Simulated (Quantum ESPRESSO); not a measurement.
# Dielectric function and optical constants of AgI (Iodargyrite), part 3 of 3

Aim: the dielectric function of AgI (Iodargyrite), and the optical constants that follow from it. The cell comes from an older database entry, whose edges can differ from later determinations, mostly by under a per cent.

Quantum ESPRESSO 7.5; DFT, PBE, plane waves with norm-conserving potentials (PseudoDojo), scalar-relativistic, independent-particle optical response without local fields and without the non-local commutator.

So far. Step 2 (Ground state): There is a gap, 1.37 eV on this mesh (points off the mesh can give less), so no carriers' term is needed.

The database entry behind the starting cell is an old determination (1935), so it need not match the best structure at ambient conditions.

**5. Dielectric function**

With the density converged, the vertical transitions are summed over the zone.

This step: DFT, PBE, plane waves with norm-conserving potentials (PseudoDojo), scalar-relativistic, independent-particle optical response without local fields and without the non-local commutator (Quantum ESPRESSO 7.5).

The input, epsilon.in:

```
&inputpp
  prefix = 'x'
  outdir = './tmp'
  calculation = 'eps'
/
&energy_grid
  smeartype = 'gauss'
  intersmear = 0.3
  wmin = 0.0
  wmax = 22
  nw = 500
/
```

On the command line:

```bash
mpirun -n 4 epsilon.x -nk 4 -in epsilon.in
```

Log:

```text
[banner, memory and clock lines left out]

     Broadcasting variables...

     IMPORTANT: XC functional enforced from input :
     Exchange-correlation= PBE
                           (   1   4   3   4   0   0   0)
     Any further DFT definition will be discarded

     G-vector sticks info

     Fermi energy [eV] is:  5.60602
     The system is a dielectric...
     metallic system: redefining wmin =     0.000000

     Performing eps calculation...

     xx,yy,zz plasmon frequences [eV] are:    14.259043565   14.259043362   14.273958858
```

Elapsed: 6 s, on 4 MPI ranks of Arm Neoverse V1, shared host; peak memory 0.09 GiB; 24 s of CPU time.

This step gave:

```
electronic dielectric constant ε∞, mean over x, y and z (by symmetry where fewer were run) : 5.125
main peak of Im epsilon, first axis                                                        : 6.116 eV
```

Some rows of epsi_x.dat:

```text
# energy grid [eV]     epsi_x  epsi_y  epsi_z
#
    0.176352705    0.013022227    0.013022227    0.014061423
    1.234468938    0.437209559    0.437209558    0.410400257
    2.292585170    0.769092534    0.769092531    0.828647084
    3.350701403    2.150747927    2.150747924    2.025208149
    4.408817635    3.902578420    3.902578415    3.873838657
    5.466933868    4.184949922    4.184949916    3.823702921
    6.525050100    6.636321917    6.636321909    5.565449638
    7.583166333    5.425083066    5.425083056    5.319216410
    8.641282565    2.639646769    2.639646758    2.690182440
    9.699398798    1.742134356    1.742134343    1.829805591
   10.757515030    1.386623888    1.386623872    1.244142750
   11.815631263    0.986812089    0.986812070    0.990204782
   12.873747495    0.905445006    0.905444985    0.889372625
   13.931863727    0.821633042    0.821633018    0.902129310
   14.989979960    0.856280662    0.856280633    0.972676852
   16.048096192    0.763579420    0.763579387    0.739832120
   17.106212425    0.610061523    0.610061484    0.564783864
   18.164328657    0.462846395    0.462846348    0.440879724
   19.222444890    0.427876611    0.427876554    0.460990883
   20.280561122    0.436144653    0.436144584    0.400540216
   21.338677355    0.359928861    0.359928775    0.385071779
```

The Im ε has structure finer than the step of the table below, so its rows give means over 0.5 eV, whole bins alone (the curve runs from 0 to 22 eV). Peaks (eV: height): E ∥ x or y 6.13: 8.03, 7.05: 7.23; E ∥ z 2.07: 1.86, 4.01: 5.13, 4.98: 5.46, 6.17: 8.72, 6.92: 7.14.

Values under the direct gap are tails of Lorentzian lines. Im ε against photon energy; means over each step:

```
photon energy (eV)  E ∥ x or y   E ∥ z
               0.5      0.0429  0.0460
               1.0       0.190   0.188
               1.5       0.508   0.600
               2.0       0.873    1.19
               2.5        1.01   0.783
               3.0        1.44    1.59
               3.5        2.31    2.28
               4.0        3.37    3.98
               4.5        3.67    4.31
               5.0        4.11    4.63
               5.5        4.60    4.18
               6.0        7.21    7.30
               6.5        6.58    6.20
               7.0        6.92    6.76
               7.5        5.45    5.75
               8.0        4.12    4.01
               8.5        2.83    2.99
               9.0        2.63    2.86
               9.5        2.05    2.16
              10.0        1.72    1.67
              10.5        1.56    1.50
              11.0        1.32    1.13
              11.5        1.15    1.02
              12.0       0.908   0.916
              12.5       0.912   0.884
              13.0       0.876   0.823
              13.5       0.783   0.742
              14.0       0.822   0.883
              14.5       0.840   0.911
              15.0       0.862   0.921
              15.5       0.818   0.748
              16.0       0.776   0.753
              16.5       0.662   0.626
              17.0       0.633   0.588
              17.5       0.521   0.513
              18.0       0.487   0.469
              18.5       0.458   0.441
              19.0       0.435   0.491
              19.5       0.425   0.437
              20.0       0.434   0.389
              20.5       0.448   0.391
              21.0       0.381   0.392
              21.5       0.361   0.357
```

Re ε against photon energy:

```
photon energy (eV)  E ∥ x or y   E ∥ z
               0.0        5.08    5.22
               0.5        5.14    5.29
               1.0        5.39    5.56
               1.5        5.18    5.38
               2.0        5.85    6.17
               2.5        5.95    5.75
               3.0        5.99    5.99
               3.5        6.13    6.39
               4.0        5.66    6.35
               4.5        4.99    5.79
               5.0        4.65    3.85
               5.5        5.94    5.81
               6.0        4.69    5.26
               6.5        2.49    1.52
               7.0       0.706   0.733
               7.5      -0.586   -1.10
               8.0       -1.55   -1.69
               8.5       -1.19   -1.26
               9.0      -0.754  -0.738
               9.5       -1.03   -1.19
              10.0      -0.498  -0.686
              10.5      -0.567  -0.716
              11.0      -0.390  -0.487
              11.5      -0.308  -0.229
              12.0      -0.139  -0.105
              12.5      0.0945  0.0832
              13.0      0.0993  0.0688
              13.5       0.203   0.285
              14.0       0.327   0.401
              14.5       0.339   0.340
              15.0       0.264   0.171
              15.5       0.320   0.254
              16.0       0.244   0.219
              16.5       0.283   0.279
              17.0       0.247   0.251
              17.5       0.299   0.339
              18.0       0.331   0.339
              18.5       0.410   0.445
              19.0       0.429   0.420
              19.5       0.473   0.426
              20.0       0.505   0.477
              20.5       0.496   0.500
              21.0       0.459   0.526
              21.5       0.510   0.481
              22.0       0.525   0.530
```

Values under the direct gap are tails of Lorentzian lines. Loss function −Im 1/ε at q → 0 against energy loss; read off at these points:

```
energy loss (eV)  E ∥ x or y    E ∥ z
            0.00           0        0
            0.50     0.00156  0.00158
            1.00     0.00520  0.00500
            1.50      0.0183   0.0224
            2.00      0.0294   0.0364
            2.50      0.0242   0.0185
            3.00      0.0372   0.0415
            3.50      0.0552   0.0546
            4.00      0.0812   0.0769
            4.50      0.0957   0.0813
            5.00       0.107    0.123
            5.50      0.0806   0.0812
            6.00      0.0958   0.0893
            6.50       0.134    0.167
            7.00       0.138    0.141
            7.50       0.186    0.174
            8.00       0.214    0.213
            8.50       0.304    0.282
            9.00       0.341    0.316
            9.50       0.392    0.355
           10.00       0.536    0.525
           10.50       0.565    0.534
           11.00       0.690    0.749
           11.50       0.810    0.937
           12.00        1.11     1.10
           12.50        1.07     1.09
           13.00        1.13     1.20
           13.18        1.17     1.32
           13.50        1.22     1.15
           14.00        1.04    0.895
           14.50        1.04    0.985
           15.00        1.07     1.00
           15.50        1.08     1.21
           16.00        1.19     1.24
           16.50        1.28     1.34
           17.00        1.35     1.43
           17.28        1.49     1.52
           17.37        1.51     1.45
           17.50        1.45     1.35
           18.00        1.41     1.41
           18.50        1.21     1.12
           19.00        1.17     1.17
           19.50        1.05     1.17
           20.00       0.979     1.02
           20.50        1.00    0.967
           20.81        1.14    0.974
           21.00        1.06    0.904
           21.50       0.928    0.987
           22.00       0.867    0.861
```

The reflectivity at normal incidence has structure finer than the step of the table below, so its rows give means over 0.5 eV, whole bins alone (the curve runs from 0 to 22 eV). Peaks (eV: height): E ∥ x or y 6.17: 33.1, 7.80: 39.4, 9.48: 35.1; E ∥ z 3.97: 26.1, 4.67: 25.4, 6.26: 36.0, 7.89: 40.1, 9.30: 37.4, 15.12: 14.2.

Reflectivity at normal incidence against photon energy; means over each step:

```
photon energy (eV)  E ∥ x or y (%)  E ∥ z (%)
               0.5            15.1       15.5
               1.0            15.9       16.4
               1.5            15.9       16.7
               2.0            17.0       17.6
               2.5            17.5       17.1
               3.0            18.4       19.2
               3.5            20.4       20.8
               4.0            21.4       23.6
               4.5            21.3       23.2
               5.0            21.8       22.5
               5.5            23.9       22.4
               6.0            30.6       30.8
               6.5            30.1       30.0
               7.0            34.9       33.1
               7.5            36.1       37.5
               8.0            39.0       39.0
               8.5            35.8       34.7
               9.0            31.3       31.6
               9.5            34.1       36.9
              10.0            27.8       31.6
              10.5            28.0       31.8
              11.0            25.8       29.2
              11.5            24.4       23.2
              12.0            21.2       20.3
              12.5            15.1       15.3
              13.0            14.6       14.8
              13.5            11.8       10.1
              14.0            9.60       8.85
              14.5            9.30       9.83
              15.0            10.3       12.7
              15.5            9.88       10.8
              16.0            11.3       11.6
              16.5            10.2       10.4
              17.0            10.2       10.0
              17.5            8.93       8.27
              18.0            7.52       7.44
              18.5            6.22       5.38
              19.0            5.51       5.80
              19.5            4.74       5.73
              20.0            4.33       4.60
              20.5            4.67       4.22
              21.0            4.66       3.91
              21.5            3.80       4.04
```

The refractive index n and extinction k by photon energy:

```
photon energy (eV)  n, E ∥ x or y  k, E ∥ x or y  n, E ∥ z  k, E ∥ z
                 0           2.25              0      2.29         0
                 1           2.32         0.0325      2.36    0.0328
                 2           2.43          0.214      2.50     0.292
                 3           2.46          0.286      2.47     0.323
                 4           2.49          0.747      2.69     0.942
                 5           2.34          0.912      2.29      1.18
                 6           2.60           1.44      2.69      1.40
                 7           1.99           1.80      1.97      1.78
                 8           1.19           1.72      1.14      1.73
                 9           1.02           1.34      1.08      1.38
                10          0.804           1.07     0.730      1.10
                11          0.708          0.944     0.608     0.925
                12          0.613          0.718     0.631     0.709
                13          0.699          0.624     0.671     0.618
                14          0.782          0.533     0.845     0.560
                15          0.760          0.560     0.759     0.636
                16          0.722          0.527     0.704     0.526
                17          0.686          0.472     0.670     0.444
                18          0.676          0.355     0.675     0.341
                19          0.720          0.300     0.732     0.341
                20          0.766          0.286     0.738     0.259
                21          0.724          0.256     0.767     0.249
                22          0.758          0.223     0.762     0.226
```

From ε follow the optical constants at some laser and lamp lines:

```
wavelength (nm)  n xy   k xy  R (%) xy  1/α xy   n z    k z  R (%) z   1/α z
           1550  2.29  0.018      15.4  6.7 µm  2.33  0.019     15.9  6.4 µm
           1064  2.35  0.064      16.3  1.3 µm  2.39  0.061     16.9  1.4 µm
            532  2.34  0.154      16.3  275 nm  2.29  0.160     15.5  264 nm
            450  2.41  0.293      17.8  122 nm  2.54  0.255     19.4  140 nm
            365  2.57  0.459      20.6   63 nm  2.62  0.433     21.2   67 nm
            308  2.46  0.746      21.5   33 nm  2.62  0.970     25.4   25 nm
            193  2.12  1.463      28.6   10 nm  1.86  1.576     30.2  9.7 nm
```

Below the direct gap, k and the depth come from the tails of the Lorentzian lines, not from transitions.

Rows near the edge hang on the gap, which this functional as a rule makes too small, and phonon-assisted absorption is left out.

**6. What came out**

```yaml
electronic_dielectric_constant_eps_infinity_mean_over_x_y_and_z_by_symmetry_where_fewer_were_run_independent_particles: 5.12
main_peak_of_im_epsilon_first_axis: 6.12 eV
```

**Reading.** At this level (PBE, independent particles) AgI has a mean ε∞ = 5.12 and n = 2.29 at 1550 nm (E ∥ x), and Im ε peaks at 6.1 eV (E ∥ x). Distinct maxima of Im ε, read by a parabola through the highest points, lie at 4.41 eV (3.9), 4.92 eV (4.4), 6.12 eV (8.0) and 7.04 eV (7.2) for E ∥ x or y. The static values by axis are 5.08 (xy), 5.22 (z). Excitons and phonon-assisted transitions are missing, and so are local fields; PBE gaps are as a rule too small, which pulls the onset down and ε∞ up. Spin-orbit coupling is left out although heavy atoms are present. epsilon.x leaves out the commutator of the non-local potential, so its intensities are off, as a rule too high. The sum runs over mesh points, so small or evenly spaced maxima can still be ripples of the mesh. The mesh misses the corner K of the hexagonal zone, so gaps read from it can be too wide where band edges lie there.

[Machine, clock, banner and «Message from routine» lines are left out of the logs.]

[Logs are printed without paths, hosts, clocks, repeated set-up lines and the standing remarks that a program may print on its own settings, such as how far it seeks lower states.]

[Hosts, paths, dates, database ids (printed as entryN), source tags and the programs' standing remarks are cut or masked in the printed files.]
